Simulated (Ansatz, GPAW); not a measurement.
# How Cu3SeI (model structure) absorbs and reflects light, part 2 of 3

Wanted: where Cu3SeI (model structure) starts to absorb, how strongly, and its refractive index. The structure is a model built here, which may or may not match a known phase. It was built so: All Ag replaced by Cu and S replaced by Se in the R3 structure of Ag3SI. The cell is first relaxed with Ansatz.

GPAW 26.7.0; DFT, PBE, plane-wave PAW (GPAW data sets), scalar-relativistic, RPA, optical limit.

So far: Starting point; Relaxation.

### Step 3. Ground state

First the ground state: is it a metal or has it a gap?

This step: DFT, PBE, plane-wave PAW (GPAW data sets), scalar-relativistic, ground state (GPAW 26.7.0).

gs.py

```python
from ase import Atoms
from ase.dft.bandgap import bandgap
from gpaw import GPAW, PW, FermiDirac

atoms = Atoms(['I', 'Se', 'Cu', 'Cu', 'Cu'],
              cell=[[3.222843269498, 1.860709427529, 2.698367413920],
                    [-3.222843269498, 1.860709427529, 2.698367413920],
                    [0.000000000000, -3.721418860074, 2.698367410461]],
              scaled_positions=[[0.501749332200, 0.501749332200, 0.501749332200],
                                [0.055036963300, 0.055036963300, 0.055036963300],
                                [0.842146438300, 0.016182691700, 0.553784574600],
                                [0.016182691700, 0.553784574600, 0.842146438300],
                                [0.553784574600, 0.842146438300, 0.016182691700]],
              pbc=[True, True, True])
atoms.calc = GPAW(mode=PW(450), xc='PBE', kpts={'size': (5, 5, 5), 'gamma': True},
                  occupations=FermiDirac(0.05), maxiter=150, txt='gs.txt')
print('energy (eV)', atoms.get_potential_energy())
print('Fermi level (eV)', atoms.calc.get_fermi_level())
print('valence electrons', atoms.calc.get_number_of_electrons())
print('gap (eV)', bandgap(atoms.calc, output=None)[0])
print('direct gap (eV)', bandgap(atoms.calc, direct=True, output=None)[0])
atoms.calc.write('gs.gpw')
```

Command:

```
$ OMP_NUM_THREADS=1 python gs.py
```

Numbers of over 12 decimals in the logs are rounded to 6 here.

The log of the run:

```text
__  _  _
 | _ |_)|_||  |
 |__||  | ||/\| - 26.7.0

Versions:
  Python: 3.12.14
  ASE:    3.29.0
  Numpy:  2.5.5
  Scipy:  1.18.1
  Libxc:  7.0.0

Input parameters:
  mode=PW(ecut=450.000000),
  kpts=MonkhorstPack(size=(5, 5, 5), gamma=True),
  maxiter=150,
  occupations=Occupations(name='fermi-dirac', width=0.05, fixmagmom=False),
  xc=XC(name='PBE')

Diagonalizing LCAO Hamiltonian
Converting LCAO to pw mode

            Cu
             I
       Cu          Cu

             Se

Atoms  # Å, Bohr magnetons
|   | symbol |         x |         y |        z |    initial magnetic moments |
| 0 |      I | -0.000000 | -0.000000 | 4.061712 | ( 0.0000,  0.0000,  0.0000) |
| 1 |     Se | -0.000000 | -0.000000 | 0.445530 | ( 0.0000,  0.0000,  0.0000) |
| 2 |     Cu |  2.661952 | -0.463763 | 3.810402 | ( 0.0000,  0.0000,  0.0000) |
| 3 |     Cu | -1.732607 | -2.073436 | 3.810402 | ( 0.0000,  0.0000,  0.0000) |
| 4 |     Cu | -0.929345 |  2.537199 | 3.810402 | ( 0.0000,  0.0000,  0.0000) |

Unit cell  # Å
| periodic |         x |         y |        z |  lengths |    angles |
|      yes |  3.222843 |  1.860709 | 2.698367 | 4.596754 | 89.032718 |
|      yes | -3.222843 |  1.860709 | 2.698367 | 4.596754 | 89.032718 |
|      yes |  0.000000 | -3.721419 | 2.698367 | 4.596754 | 89.032718 |

Number of symmetries: 3
Symmetry operations  # r_c * U_cc + t_c -> r_c
|   | kind |            matrix            |
| 0 |  E   |  1, 0, 0,  0, 1, 0,  0, 0, 1 |
| 1 |  C3  |  0, 1, 0,  0, 0, 1,  1, 0, 0 |
| 2 |  C3  |  0, 0, 1,  1, 0, 0,  0, 1, 0 |

BZ-sampling:
  Number of BZ points: 125
  Number of IBZ points: 23

  Monkhorst-Pack size: [5, 5, 5]
  Monkhorst-Pack shift: [0, 0, 0]

K-points  # in reciprocal-cell coordinates
|     |                                coordinates |     weight |
|   0 | (  0.00000000,   0.00000000,   0.00000000) | 0.00800000 |
|   1 | (  0.20000000,   0.00000000,  -0.20000000) | 0.04800000 |
|   2 | (  0.20000000,   0.00000000,   0.00000000) | 0.04800000 |
|   3 | (  0.20000000,   0.20000000,  -0.20000000) | 0.04800000 |
|   4 | (  0.20000000,   0.20000000,   0.00000000) | 0.04800000 |
|   5 | (  0.20000000,   0.20000000,   0.20000000) | 0.01600000 |
|   6 | (  0.40000000,  -0.20000000,  -0.40000000) | 0.04800000 |
|   7 | (  0.40000000,  -0.20000000,  -0.20000000) | 0.04800000 |
|   8 | (  0.40000000,  -0.20000000,   0.00000000) | 0.04800000 |
|   9 | (  0.40000000,  -0.20000000,   0.20000000) | 0.04800000 |
| ... |                                            |            |
|  22 | (  0.40000000,   0.40000000,   0.40000000) | 0.01600000 |

Plane wave coefficients: 2119
Cutoff: 450.000000 eV

Spin-components: 1 (collinear spins)
Bands:           32
Projectors:      28
Spin-degeneracy: 2
Datatype:        complex128

Parallelization:
  kpt:    1
  domain: 1
  band:   1

Density:
  Valence electrons: 46.0
  Components: 1
  Grid points: [24 24 24]
  Charge: 0.0  # |e|

Potential:
  Grid points: [24 24 24]

species:
  I:
    name:    Iodine
    id:
    Z:       53.0
    valence: 7
    core:    46
    charge:  0.0  # [|e|]
    compensation charges:
      type: gauss
      rc: 0.37  # [Å]
      lmax: 2
    cutoffs:
      filter: 2.06  # [Å]
      core: 2.90  # [Å]
    projectors
    | kind |    occ | energy [eV] | rcut [Å] |
    |   5s |  2.000 |     -17.382 |    1.164 |
    |   5p |  5.000 |      -7.088 |    1.164 |
    |    s |        |       9.829 |    1.164 |
    |    p |        |      20.123 |    1.164 |
    |    d |        |       0.000 |    1.164 |

    Using partial waves for I as LCAO basis

  Se:
    name:    Selenium
    id:
    Z:       34.0
    valence: 6
    core:    28
    charge:  0.0  # [|e|]
    compensation charges:
      type: gauss
      rc: 0.27  # [Å]
      lmax: 2
    cutoffs:
      filter: 1.77  # [Å]
      core: 2.67  # [Å]
    projectors
    | kind |    occ | energy [eV] | rcut [Å] |
    |   4s |  2.000 |     -17.277 |    0.847 |
    |   4p |  4.000 |      -6.512 |    1.005 |
    |    s |        |       9.935 |    0.847 |
    |    p |        |      20.699 |    1.005 |
    |    d |        |       0.000 |    0.847 |

    Using partial waves for Se as LCAO basis

  Cu:
    name:    Copper
    id:
    Z:       29.0
    valence: 11
    core:    18
    charge:  0.0  # [|e|]
    compensation charges:
      type: gauss
      rc: 0.33  # [Å]
      lmax: 2
    cutoffs:
      filter: 2.06  # [Å]
      core: 2.43  # [Å]
    projectors
    | kind |    occ | energy [eV] | rcut [Å] |
    |   4s |  1.000 |      -4.609 |    1.164 |
    |   4p |  0.000 |      -0.698 |    1.164 |
    |   3d | 10.000 |      -5.039 |    1.058 |
    |    s |        |      22.603 |    1.164 |
    |    p |        |      26.513 |    1.164 |
    |    d |        |      22.172 |    1.058 |

    Using partial waves for Cu as LCAO basis

Reference energy: -394708.683320  # eV

eigensolver:
  PPCG
  Converge bands: occupied
  niter=2

density mixing:
  MSR1-Mixer
  Pratt-step length: 0.05
  Maximum mixing coefficient: 0.75
  Old densities: 10
  SVD Regularization: 0.005
  Good broyden scale: 1.0
  Trust region scale: 1.0
  Backstep threshold: 4.0
  History deletion threshold: 6.0
  Fourier metric: weight=20.0, sigma=0.015

occupation numbers:
  Fermi-Dirac:
    width: 0.0500  # eV

poisson solver:
  ecut: 3600.000000  # eV

xc functional:
  name: PBE with 2 nearest neighbor stencil

convergence criteria:
- Maximum [total energy] change in last 3 cyles: 0.0005 eV / valence electron
- Maximum integral of absolute [dens]ity change: 0.0001 electrons / valence electron
- Maximum integral of absolute [eigenst]ate change: 4e-08 eV^2 / valence electron
maximum number of iterations: 150

SCF iterations
|iter     |      energy | eigst |  dens |
|iter:   1||  -17.381816 | +0.27 |       |
|iter:   2||  -16.722692 | -1.78 | -1.13 |
|iter:   3||  -15.988439 | -1.38 | -1.25 |
|iter:   4||  -15.952141 | -2.82 | -1.67 |
|iter:   5||  -15.937174 | -3.28 | -1.87 |
|iter:   6||  -15.935896c| -4.45 | -2.40 |
|iter:   7||  -15.935912c| -5.83 | -3.25 |
|iter:   8||  -15.935916c| -6.52 | -3.65 |
|iter:   9||  -15.935917c| -7.76c| -4.49c|

Converged in 9 steps
SCF loop duration: 18.895 s (2.099 s/step)
Energy contributions relative to reference atoms: (reference = -394708.683320)

Energy contributions:
  Kinetic:          -7.361254
  Coulomb:           3.687192
  Zero:              0.242840
  External:          0.000000
  Xc:              -12.504660
  Entropy:          -0.000069
  Spinorbit:         0.000000
  ----------------------------
  Free energy:     -15.935951
  Extrapolated:    -15.935917

dipole moment: (-0.000000, 0.000000, -31.698200)  # |e|*Ang

Fermi level: 6.583
Eigenvalues  # (at kpt = [0.000, 0.000, 0.000])
| band index |      eig [eV] | occ [0-2] |
|          0 |        -7.982 |     2.000 |
|        ... |               |           |
|         15 |         4.454 |     2.000 |
|         16 |         4.502 |     2.000 |
|         17 |         4.733 |     2.000 |
|         18 |         4.733 |     2.000 |
|         19 |         4.942 |     2.000 |
|         20 |         6.005 |     2.000 |
|         21 |         6.009 |     2.000 |
|         22 |         6.009 |     2.000 |
|         23 |         6.844 |     0.011 |
|         24 |         7.781 |     0.000 |
|         25 |         7.781 |     0.000 |
|         26 |        11.712 |     0.000 |
|         27 |        12.482 |     0.000 |
|         28 |        12.482 |     0.000 |
|         29 |        13.487 |     0.000 |
|         30 |        13.487 |     0.000 |
|         31 |        15.293 |     0.000 |

Gap: 0.642 eV
Transition (v -> c):
  (s=0, k=10, n=22, [0.40, 0.00, -0.40]) -> (s=0, k=0, n=23, [0.00, 0.00, 0.00])
Direct/indirect transitions are different
Direct gap: 0.835 eV
Transition at: (s=0, k=0, n=22, [0.00, 0.00, 0.00])

--- standard output ---
energy (eV) -15.935917
Fermi level (eV) 6.583432
valence electrons 46.0
gap (eV) 0.641822
direct gap (eV) 0.835353
```

The job ended after 23 s (1 thread of Intel Xeon 6975P-C (Granite Rapids), shared host; peak memory 0.19 GiB).

This step gave:

```
energy                 : -15.94 eV
Fermi energy           : 6.583 eV
gap on the k-mesh      : 0.6418 eV
direct gap on the mesh : 0.8354 eV
electrons              : 46
```

There is a gap, 0.64 eV on this mesh (points off the mesh can give less), so no carriers' term is needed.

### Step 4. Bands for the response

The response needs many more empty bands than the density does.

This step: DFT, PBE, plane-wave PAW (GPAW data sets), scalar-relativistic, bands at fixed density (GPAW 26.7.0).

nscf.py

```python
from ase.dft.bandgap import bandgap
from gpaw import GPAW, FermiDirac

calc = GPAW('gs.gpw').fixed_density(kpts={'size': (6, 6, 6), 'gamma': True}, nbands=62, convergence={'bands': 56},
                                    occupations=FermiDirac(0.001), txt='nscf.txt')
print('gap (eV)', bandgap(calc, output=None)[0])
print('direct gap (eV)', bandgap(calc, direct=True, output=None)[0])
print('top band over the Fermi level (eV)', min(calc.get_eigenvalues(kpt=k)[55] for k in range(len(calc.get_ibz_k_points()))) - calc.get_fermi_level())
calc.write('full.gpw', mode='all')
```

Command:

```
$ OMP_NUM_THREADS=1 python nscf.py
```

The log of the run:

```text
Diagonalizing LCAO Hamiltonian
Converting LCAO to pw mode
convergence criteria:
- Maximum integral of absolute [eigenst]ate change: 4e-08 eV^2 / valence electron
maximum number of iterations: 150

SCF iterations
|iter     |      energy | eigst |  dens |
|iter:   1||             | +3.03 |       |
|iter:   2||             | +1.85 |       |
|iter:   3||             | +0.70 |       |
|iter:   4||             | -0.52 |       |
|iter:   5||             | -1.35 |       |
|iter:   6||             | -2.18 |       |
|iter:   7||             | -2.81 |       |
|iter:   8||             | -3.42 |       |
|iter:   9||             | -3.86 |       |
|iter:  10||             | -4.34 |       |
|iter:  11||             | -4.77 |       |
|iter:  12||             | -5.32 |       |
|iter:  13||             | -5.77 |       |
|iter:  14||             | -6.48 |       |
|iter:  15||             | -7.03 |       |
|iter:  16||             | -7.47c|       |
SCF steps: 16
  __  _  _
 | _ |_)|_||  |
 |__||  | ||/\| - 26.7.0

Versions:
  Python: 3.12.14
  ASE:    3.29.0
  Numpy:  2.5.5
  Scipy:  1.18.1
  Libxc:  7.0.0

Input parameters:
  mode=PW(ecut=450.000000),
  convergence={'bands': 56},
  gpts=array([24, 24, 24]),
  kpts=MonkhorstPack(size=(6, 6, 6), gamma=True),
  maxiter=150,
  nbands=62,
  occupations=Occupations(name='fermi-dirac', width=0.001, fixmagmom=False),
  parallel={},
  xc=XC(name='PBE')

--- standard output ---
gap (eV) 0.640892
direct gap (eV) 0.835353
top band over the Fermi level (eV) 21.762942
```

Run time: 1.8 min. Hardware: 1 thread; peak memory 0.28 GiB.

This step gave:

| Item | Value |
| --- | --- |
| gap on the k-mesh | 0.6409 eV |

### Step 5. Dielectric function, RPA

Transitions between filled and empty bands, summed over the zone, give the optical response, so mesh, band count and broadening shape it.

The induced potential is part of this response.

This step: DFT, PBE, plane-wave PAW (GPAW data sets), scalar-relativistic, RPA, optical limit (GPAW 26.7.0).

df.py

```python
from gpaw.response.df import DielectricFunction

df = DielectricFunction('full.gpw', frequencies={'type': 'nonlinear', 'domega0': 0.03, 'omega2': 8},
                        ecut=30,
                        eta=0.2,
                        nbands=56,
                        txt='df.txt')
for direction in ['x', 'z']:
    df.get_dielectric_function(xc='RPA', direction=direction, filename=f'df_{direction}.csv')
```

Command:

```
$ OMP_NUM_THREADS=1 python df.py
```

The log of the run:

```text
Using integrator: PointIntegrator
NonLinearFrequencyDescriptor(from 0.000 to 39.395 eV, 433 points)
Nonperiodic BCs:  [False False False]
Using integrator: PointIntegrator
NonLinearFrequencyDescriptor(from 0.000 to 39.395 eV, 433 points)
Nonperiodic BCs:  [False False False]

Calculating chi0 body with:
    Ground state adapter containing:
    Number of spins: 1
    Number of kpoints: 216
    Number of irreducible kpoints: 40
    Number of completely occupied states: 23
    Number of partially occupied states: 23

    Linear response parametrization:
    q_c: [0.0, 0.0, 0.0]
    Number of frequency points: 433
    Planewave cutoff: 30.0
    Number of bands: 56
    Number of planewaves: 33
    Broadening (eta): 0.2

Integrating chi0 body.

Symmetries of q_c:
    Direct symmetries (Uq -> q): 3
    Indirect symmetries (TUq -> q): 3
In total 6 allowed symmetries.

40 groups of equivalent kpoints. 81.481481% reduction.

Integral kind: spectral function

Calculating chi0 optical extensions with:
    Ground state adapter containing:
    Number of spins: 1
    Number of kpoints: 216
    Number of irreducible kpoints: 40
    Number of completely occupied states: 23
    Number of partially occupied states: 23

    Linear response parametrization:
    Number of frequency points: 433
    Planewave cutoff: 30.0
    Number of bands: 56
    Number of planewaves: 33
    Broadening (eta): 0.2
Integrating chi0 head and wings.

Symmetries of q_c:
    Direct symmetries (Uq -> q): 3
    Indirect symmetries (TUq -> q): 3
In total 6 allowed symmetries.

40 groups of equivalent kpoints. 81.481481% reduction.

Integral kind: spectral function wings
```

The job ended after 22 s (1 thread; peak memory 0.3 GiB).

Numbers from this step:

```
electronic dielectric constant ε∞, mean over x, y and z (by symmetry where fewer were run) : 11.93
```

Some rows of df_x.csv (energy; Re and Im without local fields; Re and Im with them):

```text
0.000000, 12.203612, -0.000000, 11.615485, 0.000000
0.555532, 12.774757, 0.633602, 12.179866, 0.628738
1.143969, 13.855245, 2.070251, 13.229775, 2.055561
1.768324, 12.066834, 6.213068, 11.400883, 6.267619
2.431988, 12.153657, 7.414834, 11.239746, 7.389042
3.138794, 8.661851, 11.416226, 7.571326, 11.039168
3.893091, 4.709506, 11.584115, 3.970557, 10.533720
4.699832, 1.522160, 9.299308, 1.222806, 8.478216
5.564682, 0.779768, 8.298775, 0.435888, 7.391124
6.494155, -1.086454, 7.020377, -1.008903, 5.949427
7.495775, -0.898643, 5.157234, -0.666479, 4.072411
8.578281, -1.622246, 3.904086, -0.948722, 3.388108
9.751884, -1.593639, 2.652012, -1.086359, 2.555575
11.028587, -1.316713, 1.810748, -0.931831, 1.799593
12.422601, -0.831941, 1.378159, -0.535982, 1.347692
13.950874, -0.563876, 0.936533, -0.352912, 0.984194
15.633783, -0.261297, 0.718178, -0.098923, 0.733617
17.496047, -0.079893, 0.521160, 0.054661, 0.545689
19.567954, 0.090105, 0.395358, 0.233020, 0.462958
```

(Continued in part 3 of 3.)

[Machine, clock and banner lines and Python warnings are left out of the logs.]

[Logs are printed without paths, hosts, clocks, repeated set-up lines and the standing remarks that a program may print on its own settings, such as how far it seeks lower states.]

[Hosts, paths, dates, database ids (printed as entryN), source tags and the programs' standing remarks are cut or masked in the printed files.]
